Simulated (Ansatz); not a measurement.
# Random alloy of the bcc Mo-W line, x = 0.8704 (54 atoms): geometry optimisation, part 2 of 2

Wanted: the relaxed structure of random alloy of the bcc Mo-W line, x = 0.8704 (54 atoms) and its electronic structure.

Ansatz 0.2.0; Kohn-Sham DFT, PBE, PAW (set soft_2), plane waves.

The cell: 47 W and 7 Mo. The host structure and its lattice constant were typed by rule, without a check against the phase diagram. The levels lack spin–orbit coupling.

So far. Step 3 (Cell and atoms relaxed): The relaxation changed the energy by -8.74 meV/atom, and atoms moved by 0.031 Å r.m.s., 0.06 Å at most.

### 5. Single point at the relaxed geometry

The electronic structure is read at the final geometry, in a run of its own.

The input, input.yaml:

```yaml
crystal:
  lattice:
    - [9.53958, 0.00069, -3.0e-05]
    - [0.00069, 9.5399, 2.0e-05]
    - [-3.0e-05, 2.0e-05, 9.54116]
  atoms:
    - { symbol: W, position: [0.0001, 0.00014, 0.99981] }
    - { symbol: W, position: [0.16689, 0.16668, 0.16687] }
    - { symbol: W, position: [0.0001, 0.00016, 0.33367] }
    - { symbol: W, position: [0.16668, 0.16668, 0.50017] }
    [... 44 atom lines left out ...]
    - { symbol: W, position: [0.66676, 0.66697, 0.99981] }
    - { symbol: W, position: [0.83337, 0.83351, 0.16679] }
    - { symbol: W, position: [0.66663, 0.66711, 0.33378] }
    - { symbol: W, position: [0.83349, 0.83367, 0.50044] }
    - { symbol: W, position: [0.6667, 0.6671, 0.66655] }
    - { symbol: W, position: [0.83345, 0.83369, 0.83296] }
kpoints:
  mp_grid: { grid: [2, 2, 2] }
hamiltonian:
  xc: pbe
scf:
  occupations: { method: fermi_dirac, width: 0.1 }
output:
  forces: true
  stress: true
  populations: true
  dos:
    method: { smearing: { sigma: 0.08 } }
    de: 0.05
    projected: { site_lists: { Mo: [Mo], W: [W] } }
  eigenvalues: true
  write_density: true
  write_potential: true
  volumetric_format: npy
```

Command:

```
ansatz run input.yaml --threads 6 --pin off --max-ram 76800MiB --backend cuda --events-out ev --progress --plain --runs-dir out
```

Numbers of over 12 decimals in the logs are rounded to 6 here.

The program printed:

```text
[...]
GPU FFT provider: cuFFT
GPU libraries: cuBLAS 13.8.2, cuFFT 12.4.0, cuSOLVER 12.3.4
Crystal: 54 atoms, lattice volume = 868.309 Å³
Basis set: ecut = 420 eV, 17071 PW (Γ), exchange–correlation on 128×128×128 points (8 copies of the dense FFT grid, shifted against one another)
Bands: 454, of which v1, the nominal top of the filled ones, is band 378 counted from 1 (377 counted from 0)
Symmetry: 1 space group operations
[...]
k-points: 8
[...]
GPU buffer pool allocated for 262144 grid points (all kernels)
[...]
SCF iter   1: F=—  HF=-522780.015398 eV  |F-HF|=—  |Δ(HF+E_count)|=         —  Δρ=2.49e-3  dr2=1.67e-1  ethr=1.77e-3  ⟨swp⟩=4.1  Hψ=13219  notcnv=0
[...]
SCF iter   7: F=-522780.006160 eV  HF=-522780.006160 eV  |F-HF|=9.90e-10  |Δ(HF+E_count)|=   1.78e-8  Δρ=4.42e-7  dr2=1.89e-9  ethr=1.32e-11  ⟨swp⟩=13.4  Hψ=32653  notcnv=0
SCF 1 converged in 7 iterations: F = -522780.006160 eV  dr2 = 1.89e-9
[...]
SCF converged after 7 iterations
Free energy (F): -522780.006160 eV
[...]
Internal energy: -522779.265316 eV  (E = F + TS)
E sigma→0 (E₀):  -522779.635738 eV
Entropy (-TS):   -0.740844 eV (-13.719 meV/atom)
Fermi energy:    22.024221 eV
[...]
--- Forces (eV/Å), atoms counted from 1 ---
  atom   1  W      0.00063473    -0.00042668     0.00024365
  atom   2  W      0.00120792     0.00038269     0.00013090
  atom   3  W      0.00019731     0.00047588     0.00081446
  atom   4  W      0.00074267    -0.00055644     0.00102820
  atom   5  Mo     0.00034365    -0.00033697    -0.00126091
  atom   6  W      0.00143421    -0.00004717     0.00019403
  atom   7  W     -0.00031803     0.00047114    -0.00025921
  atom   8  W      0.00086166    -0.00034545     0.00018386
  atom   9  W     -0.00035614     0.00051846     0.00068106
  atom  10  W      0.00044743    -0.00069909     0.00036727
  atom  11  Mo    -0.00043452    -0.00028489    -0.00088362
  atom  12  W      0.00089792     0.00091849     0.00021496
  atom  13  W     -0.00003286    -0.00028421     0.00015191
  atom  14  W      0.00073702     0.00033535    -0.00102898
[...]
atom  53  W     -0.00057417    -0.00017610    -0.00044401
  atom  54  W      0.00011315    -0.00009805    -0.00136102
  max |Σ_I F_I| component: 1.45e-6 eV/Å
--- Stress (GPa, compression-positive) ---
        0.010132      -0.018542      -0.000173
       -0.018542      -0.005362      -0.001405
       -0.000173      -0.001405      -0.004341
  P = ⅓ Tr σ = 0.0001 GPa (0.001 kbar)
--- Band table (eV; the first three rows and the last of 8) ---
[...]
--- Löwdin populations: 54 sites ---
  site symbol       q [e]
     0      W     13.8523
     1      W     13.8366
     2      W     13.8528
[...]
53      W     13.7966
  spilling = 0.009572 (of n_electrons = 756.000000)
```

Wall time 7.6 s (1 × NVIDIA H100 80GB HBM3 with 6 threads of AMD EPYC 7R13 (Zen 3), shared host); peak memory 2.1 GiB.

That memory is the host's; the program planned up to 14.6 GiB on the GPU.

The run gave:

```
free energy                             : -522780.0062 eV
free energy per atom                    : -9681.1112 eV/atom
SCF cycles                              : 7
pressure                                : 0.0001434 GPa
r.m.s. force component                  : 0.00062 eV/Å
longest force                           : 0.00195 eV/Å
Fermi energy                            : 22.02 eV
levels partly filled by over 2 per cent : 85
spilling of the projection              : 0.009572
```

States in the cell by windows of 1 eV, zero at the Fermi level; the larger projections on atomic orbitals stand beside the total:

| from (eV) | to (eV) | total | W d | Mo d | W s |
| --- | --- | --- | --- | --- | --- |
| -14 | -10 | 0.0 | 0.0 | 0.0 | 0.0 |
| -10 | -9 | 0.3 | 0.0 | 0.0 | 0.2 |
| -9 | -8 | 3.7 | 0.1 | 0.0 | 3.3 |
| -8 | -7 | 3.6 | 0.2 | 0.0 | 3.0 |
| -7 | -6 | 15.5 | 4.1 | 0.6 | 9.7 |
| -6 | -5 | 41.4 | 26.8 | 3.5 | 9.7 |
| -5 | -4 | 42.0 | 31.0 | 4.9 | 4.1 |
| -4 | -3 | 68.8 | 57.0 | 9.0 | 1.1 |
| -3 | -2 | 69.3 | 54.2 | 9.3 | 2.7 |
| -2 | -1 | 55.9 | 40.3 | 6.6 | 4.8 |
| -1 | 0 | 23.8 | 17.4 | 2.9 | 1.1 |
| 0 | 1 | 34.6 | 26.5 | 5.0 | 0.8 |
| 1 | 2 | 64.4 | 52.0 | 10.2 | 0.8 |

The stored curve holds about 324 of the 756 electrons; the rest, give or take the few that broadening carries across the Fermi level, lie in deeper levels below its range.

The levels nearest the highest filled one (over half full), pooled over k-points and spins:

| level less the highest filled one (eV) | occupation |
| --- | --- |
| -0.0195 | 1.16 |
| -0.0191 | 1.15 |
| -0.0166 | 1.14 |
| -0.012 | 1.12 |
| -1.0e-4 | 1.06 |
| 0 | 1.06 |
| 0.0139 | 0.989 |
| 0.0149 | 0.984 |
| 0.0261 | 0.928 |
| 0.0298 | 0.91 |
| 0.0332 | 0.893 |
| 0.0348 | 0.885 |

Electrostatic potential energy in the ac plane at fractional y = 0.000, with atoms of W and Mo within 0.2 Å of it. With pseudopotentials it is smooth inside the atoms' cores, unlike the true potential.

Ten even steps from '0' (-51 eV) to '9' (23 eV), each cell a mean:
```
025899741025899741025899741
458999974458999974458999974
889999998889999998889999998
999999999999999999999999999
999999999999999999999999999
679999987679999987679999987
136999852136999851136999851
005899730015899720005899720
015999741025899730015999730
358999974458999974358999974
899999998889999998899999998
999999999999999999999999999
999999999999999999999999999
679999987679999987679999987
136999851136999852136999852
015899720005899730015899730
025899730015999741025899741
458999974358999974458999974
899999998899999998899999998
999999999999999999999999999
999999999999999999999999999
679999987679999987679999987
136999852136999852136999852
015899730015899730015899730
```
Columns run along a (9.5 Å; values clipped at the 3rd and 97th percentile), rows up along c (9.5 Å). Atoms in or near the plane, at fractional coordinates: W at (0.00, 0.00), W at (0.00, 0.33), Mo at (0.00, 0.67), W at (0.33, 0.00), Mo at (0.33, 0.33), W at (0.33, 0.67), W at (0.67, 0.00), W at (0.67, 0.33), Mo at (0.67, 0.67).

Valence density in the ac plane at fractional y = 0.000, with atoms of W and Mo within 0.2 Å of it. It is the smooth field of the valence electrons, not physical close to the nuclei.

Ten even steps from '_' (0.2 e/Å³) to '@' (6.5 e/Å³), each cell a mean:
```
##**::________--####**::________--####**::________--##
--::__________..----::__________..----::__________..--
______________________________________________________
______________________________________________________
______________________________________________________
..______________....________________..________________
##==..________::++**==..________::**##==..________::**
@@##::________==##**##::________==@@@@##::________==@@
@@**::________--####**::________--%%@@**::________--%%
--::__________..----::__________..::--::__________..::
______________________________________________________
______________________________________________________
______________________________________________________
..______________....______________....______________..
**==..________::**##==..________::++**==..________::++
**##::________==@@@@##::________==##**##::________==##
##**::________--%%@@**::________--####**::________--##
--::__________..::--::__________..::--::__________..--
______________________________________________________
______________________________________________________
______________________________________________________
..______________....______________....______________..
**==..________::++**==..________::++**==..________::++
**##::________==##**##::________==##**##::________==##
```
Columns run along a (9.5 Å), rows up along c (9.5 Å). Atoms in or near the plane, at fractional coordinates: W at (0.00, 0.00), W at (0.00, 0.33), Mo at (0.00, 0.67), W at (0.33, 0.00), Mo at (0.33, 0.33), W at (0.33, 0.67), W at (0.67, 0.00), W at (0.67, 0.33), Mo at (0.67, 0.67).

Within 0.4 eV of the Fermi level the largest share is W d (81 % of the projected weight).

The surroundings of W13, picked at random, nearest first, numbered as they follow in the input and with coordinates relative to it.

| atom | x | y | z | distance (Å) |
| --- | --- | --- | --- | --- |
| W13 | 0.00 | 0.00 | 0.00 | 0.00 |
| W18 | 1.59 | 1.59 | -1.59 | 2.75 |
| W48 | -1.59 | -1.59 | -1.59 | 2.75 |
| W12 | 1.59 | -1.59 | -1.59 | 2.75 |
| W54 | -1.59 | 1.59 | -1.59 | 2.76 |
| W8 | 1.59 | -1.59 | 1.59 | 2.76 |
| W50 | -1.59 | 1.59 | 1.59 | 2.76 |
| W44 | -1.59 | -1.59 | 1.59 | 2.76 |
| W14 | 1.59 | 1.59 | 1.59 | 2.76 |

### 6. K-mesh 3×3×3

A denser mesh tests the sampling of the Brillouin zone.

Edit input.yaml of step 5 so:

```diff
@@ -8,3 +8,3 @@
 kpoints:
-  mp_grid: { grid: [2, 2, 2] }
+  mp_grid: { grid: [3, 3, 3] }
 hamiltonian:
@@ -22,4 +22 @@
   eigenvalues: true
-  write_density: true
-  write_potential: true
-  volumetric_format: npy
```

The program printed:

```text
[...]
GPU FFT provider: cuFFT
GPU libraries: cuBLAS 13.8.2, cuFFT 12.4.0, cuSOLVER 12.3.4
Crystal: 54 atoms, lattice volume = 868.309 Å³
Basis set: ecut = 420 eV, 17071 PW (Γ), exchange–correlation on 128×128×128 points (8 copies of the dense FFT grid, shifted against one another)
Bands: 454, of which v1, the nominal top of the filled ones, is band 378 counted from 1 (377 counted from 0)
Symmetry: 1 space group operations
[...]
k-points: 14 of 27 (time reversal used)
[...]
GPU buffer pool allocated for 262144 grid points (all kernels)
[...]
SCF iter   1: F=—  HF=-522778.906979 eV  |F-HF|=—  |Δ(HF+E_count)|=         —  Δρ=2.47e-3  dr2=1.58e-1  ethr=1.77e-3  ⟨swp⟩=4.3  Hψ=23388  notcnv=0
[...]
SCF iter   6: F=—  HF=-522778.899114 eV  |F-HF|=—  |Δ(HF+E_count)|=   3.89e-5  Δρ=2.93e-6  dr2=1.23e-7  ethr=4.11e-10  ⟨swp⟩=2.0  Hψ=8875  notcnv=0
SCF iter   7: F=-522778.899114 eV  HF=-522778.899114 eV  |F-HF|=8.73e-10  |Δ(HF+E_count)|=   1.27e-8  Δρ=4.23e-7  dr2=1.63e-9  ethr=1.32e-11  ⟨swp⟩=7.4  Hψ=19645  notcnv=0
SCF 1 converged in 7 iterations: F = -522778.899114 eV  dr2 = 1.63e-9
[...]
SCF converged after 7 iterations
Free energy (F): -522778.899114 eV
[...]
Internal energy: -522777.618784 eV  (E = F + TS)
E sigma→0 (E₀):  -522778.258949 eV
Entropy (-TS):   -1.280331 eV (-23.710 meV/atom)
Fermi energy:    22.014436 eV
[...]
Σ components = -522778.899114   (vs F -522778.899114, Δ=0.00e0)
--- Forces (eV/Å), atoms counted from 1 ---
  atom   1  W      0.00027855    -0.00229101     0.00147203
  atom   2  W     -0.00002706    -0.00443099     0.00120565
  atom   3  W     -0.01132570    -0.00047426     0.00416749
  atom   4  W      0.00224914    -0.00662912     0.00721018
[...]
atom  54  W     -0.00170549     0.00096001    -0.01176815
  max |Σ_I F_I| component: 1.35e-6 eV/Å
--- Stress (GPa, compression-positive) ---
        0.366255      -0.015371       0.000778
       -0.015371       0.347296      -0.002348
        0.000778      -0.002348       0.351389
  P = ⅓ Tr σ = 0.3550 GPa (3.550 kbar)
--- Band table (eV; the first three rows and the last of 14) ---
[...]
--- Löwdin populations: 54 sites ---
  site symbol       q [e]
     0      W     13.8496
     1      W     13.8322
     2      W     13.8500
[...]
53      W     13.7914
  spilling = 0.009834 (of n_electrons = 756.000000)
```

The job ended after 9.3 s (1 × NVIDIA H100 80GB HBM3 with 6 threads; peak memory 2.1 GiB).

That memory is the host's; the program planned up to 22.3 GiB on the GPU.

Geometry and reference: those of the single point at the relaxed geometry.

Forces differ from those of the single point at the relaxed geometry by 5.1 meV/Å r.m.s.; the energy by +21 meV/atom and the pressure by +0.35 GPa.

### 7. Functional r2SCAN (500 eV)

The meta-GGA r2SCAN uses the kinetic energy density as well as the density and its gradient. Besides, the cutoff goes from 420 to 500 eV.

This step: Kohn-Sham DFT, r2SCAN, PAW (set soft_2), plane waves (Ansatz 0.2.0).

Edit input.yaml of step 6 so:

```diff
@@ -8,5 +8,5 @@
 kpoints:
-  mp_grid: { grid: [3, 3, 3] }
+  mp_grid: { grid: [2, 2, 2] }
 hamiltonian:
-  xc: pbe
+  xc: r2scan
 scf:
```

The program printed:

```text
[...]
GPU FFT provider: cuFFT
GPU libraries: cuBLAS 13.8.2, cuFFT 12.4.0, cuSOLVER 12.3.4
Crystal: 54 atoms, lattice volume = 868.309 Å³
Basis set: ecut = 500 eV, 22119 PW (Γ), exchange–correlation on 288×288×288 points (64 copies of the dense FFT grid, shifted against one another)
Bands: 454, of which v1, the nominal top of the filled ones, is band 378 counted from 1 (377 counted from 0)
Symmetry: 1 space group operations
[...]
k-points: 8
[...]
GPU buffer pool allocated for 373248 grid points (all kernels)
[...]
SCF iter   1: F=—  HF=-523446.638245 eV  |F-HF|=—  |Δ(HF+E_count)|=         —  Δρ=1.01e-2  dr2=1.99e0  dr2_τ=2.68e0  ethr=1.77e-3  ⟨swp⟩=4.6  Hψ=13400  notcnv=0  defer=12
[...]
SCF iter   9: F=—  HF=-523447.243737 eV  |F-HF|=—  |Δ(HF+E_count)|=   1.05e-7  Δρ=3.17e-6  dr2=2.48e-7  dr2_τ=2.41e-8  ethr=2.55e-10  ⟨swp⟩=2.0  Hψ=4755  notcnv=0
SCF iter  10: F=-523447.243737 eV  HF=-523447.243737 eV  |F-HF|=1.79e-8  |Δ(HF+E_count)|=   1.29e-8  Δρ=1.33e-6  dr2=2.62e-8  dr2_τ=6.14e-9  ethr=1.32e-11  ⟨swp⟩=8.0  Hψ=11263  notcnv=0
SCF 1 converged in 10 iterations: F = -523447.243737 eV  dr2 = 2.62e-8
[...]
SCF converged after 10 iterations
Free energy (F): -523447.243737 eV
[...]
Internal energy: -523446.663782 eV  (E = F + TS)
E sigma→0 (E₀):  -523446.953760 eV
Entropy (-TS):   -0.579955 eV (-10.740 meV/atom)
Fermi energy:    21.879219 eV
[...]
Σ components = -523447.243737   (vs F -523447.243737, Δ=0.00e0)
--- Forces (eV/Å), atoms counted from 1 ---
  atom   1  W     -0.00088569     0.00234871     0.01628180
  atom   2  W     -0.00815384     0.01128397    -0.01021704
  atom   3  W     -0.01486726     0.00271309    -0.01594592
  atom   4  W      0.00834072     0.00875918    -0.00861482
[...]
atom  54  W     -0.00788977    -0.00917914     0.02473109
  max |Σ_I F_I| component: 5.23e-6 eV/Å
--- Stress (GPa, compression-positive) ---
       -4.261843      -0.021052      -0.001437
       -0.021052      -4.279108      -0.000043
       -0.001437      -0.000043      -4.294282
  P = ⅓ Tr σ = -4.2784 GPa (-42.784 kbar)
--- Band table (eV; the first three rows and the last of 8) ---
[...]
--- Löwdin populations: 54 sites ---
  site symbol       q [e]
     0      W     13.8427
     1      W     13.8267
     2      W     13.8428
[...]
53      W     13.7872
  spilling = 0.010338 (of n_electrons = 756.000000)
```

Elapsed: 6.3 s, on 1 × NVIDIA H100 80GB HBM3 with 6 threads; peak memory 2.4 GiB; 13 s of CPU time.

That memory is the host's; the program planned up to 14.9 GiB on the GPU.

Geometry and reference: those of the single point at the relaxed geometry.

Forces differ from those of the single point at the relaxed geometry by 12 meV/Å r.m.s.; the pressure by -4.3 GPa.

### 8. Functional PBEsol

PBEsol restores the gradient expansion of exchange for slowly varying densities and usually gives shorter bonds in solids than PBE.

This step: Kohn-Sham DFT, PBEsol, PAW (set soft_2), plane waves (Ansatz 0.2.0).

Edit input.yaml of step 7 so:

```diff
@@ -10,3 +10,3 @@
 hamiltonian:
-  xc: r2scan
+  xc: pbesol
 scf:
```

The program printed:

```text
[...]
GPU FFT provider: cuFFT
GPU libraries: cuBLAS 13.8.2, cuFFT 12.4.0, cuSOLVER 12.3.4
Crystal: 54 atoms, lattice volume = 868.309 Å³
Basis set: ecut = 420 eV, 17071 PW (Γ), exchange–correlation on 128×128×128 points (8 copies of the dense FFT grid, shifted against one another)
Bands: 454, of which v1, the nominal top of the filled ones, is band 378 counted from 1 (377 counted from 0)
Symmetry: 1 space group operations
[...]
k-points: 8
[...]
GPU buffer pool allocated for 262144 grid points (all kernels)
[...]
SCF iter   1: F=—  HF=-516341.473552 eV  |F-HF|=—  |Δ(HF+E_count)|=         —  Δρ=4.22e-3  dr2=5.17e-1  ethr=1.77e-3  ⟨swp⟩=4.1  Hψ=13216  notcnv=0
[...]
SCF iter   6: F=—  HF=-516341.438511 eV  |F-HF|=—  |Δ(HF+E_count)|=   6.21e-3  Δρ=3.20e-6  dr2=1.47e-7  ethr=8.88e-10  ⟨swp⟩=2.0  Hψ=5018  notcnv=0
SCF iter   7: F=-516341.438511 eV  HF=-516341.438511 eV  |F-HF|=4.07e-9  |Δ(HF+E_count)|=   2.00e-8  Δρ=5.25e-7  dr2=4.94e-9  ethr=1.32e-11  ⟨swp⟩=8.5  Hψ=11925  notcnv=0
SCF 1 converged in 7 iterations: F = -516341.438511 eV  dr2 = 4.94e-9
[...]
SCF converged after 7 iterations
Free energy (F): -516341.438511 eV
[...]
Internal energy: -516340.676823 eV  (E = F + TS)
E sigma→0 (E₀):  -516341.057667 eV
Entropy (-TS):   -0.761688 eV (-14.105 meV/atom)
Fermi energy:    21.854806 eV
[...]
Σ components = -516341.438511   (vs F -516341.438511, Δ=0.00e0)
--- Forces (eV/Å), atoms counted from 1 ---
  atom   1  W      0.00068220    -0.00041990    -0.00015354
  atom   2  W     -0.00483123     0.00652958    -0.00591093
  atom   3  W      0.00079704     0.00025321     0.00105086
  atom   4  W      0.00698105     0.00583685    -0.00530840
[...]
atom  54  W     -0.00604394    -0.00636106     0.01755488
  max |Σ_I F_I| component: 7.04e-7 eV/Å
--- Stress (GPa, compression-positive) ---
       -8.431126      -0.017721      -0.000334
       -0.017721      -8.446169      -0.001176
       -0.000334      -0.001176      -8.446865
  P = ⅓ Tr σ = -8.4414 GPa (-84.414 kbar)
--- Band table (eV; the first three rows and the last of 8) ---
[...]
--- Löwdin populations: 54 sites ---
  site symbol       q [e]
     0      W     13.8539
     1      W     13.8388
     2      W     13.8545
[...]
53      W     13.8002
  spilling = 0.009485 (of n_electrons = 756.000000)
```

Run time: 5 s. Hardware: 1 × NVIDIA H100 80GB HBM3 with 6 threads; peak memory 2.1 GiB.

That memory is the host's; the program planned up to 14.6 GiB on the GPU.

Geometry and reference: those of the single point at the relaxed geometry.

Forces differ from those of the single point at the relaxed geometry by 6.3 meV/Å r.m.s.; the pressure by -8.4 GPa.

### 9. All settings compared

Each row is set against the single point at the relaxed geometry (Kohn-Sham DFT, PBE, PAW (set soft_2), plane waves; r.m.s. force component 6.2e-4 eV/Å). Energies are set beside the reference only for runs with its functional, potentials and electron count. Times are for 1 × NVIDIA H100 80GB HBM3 with 6 threads of AMD EPYC 7R13 (Zen 3), shared host. The reference's time includes grids, which some other runs skip.

| run | Δ force, r.m.s. (meV/Å) | Δ energy (meV/atom) | Δ pressure (GPa) | cycles | time | host memory (GiB) | planned on the GPU (GiB) |
| --- | --- | --- | --- | --- | --- | --- | --- |
| reference | - | - | - | 7 | 7.6 s | 2.1 | 15 |
| k-mesh 3×3×3 | 5.09 | 20.5 | 0.355 | 7 | 9.3 s | 2.1 | 22 |
| functional r2SCAN (500 eV) | 11.8 | - | -4.28 | 10 | 6.3 s | 2.4 | 15 |
| functional PBEsol | 6.29 | - | -8.44 | 7 | 5 s | 2.1 | 15 |

### 10. Outcome

```
energy change in the relaxation : -8.742 meV/atom
r.m.s. displacement             : 0.031 Å
largest displacement            : 0.06 Å
free energy per atom            : -9681.1112 eV/atom
density                         : 17.81 g/cm³
pressure                        : 0.0001434 GPa
r.m.s. force component          : 0.00062 eV/Å
wall time of the 6 DFT runs     : 43 s
```

What this shows: Relaxation lowers the energy by 8.74 meV/atom and moves atoms by 0.031 Å r.m.s.; the r.m.s. force component goes from 0.34 to 6.2e-4 eV/Å. Displacements are taken in the final cell, so they leave out its strain. The cell shrank by 0.2 % in volume. First to last step the energy falls by 0.472 eV, across changes of basis; the largest move, 0.06 Å, is that of W42. 85 levels are partly filled, by over 2 % (on the run's k-points), as in a metal.

Among the changes of functional, dispersion, potentials or spin set against this reference, functional r2SCAN (500 eV) moves the forces most, by 12 meV/Å r.m.s.

[Logs are printed without paths, hosts, clocks, repeated set-up lines and the standing remarks that a program may print on its own settings, such as how far it seeks lower states.]

[Hosts, paths, dates, database ids (printed as entryN), source tags and the programs' standing remarks are cut or masked in the printed files.]
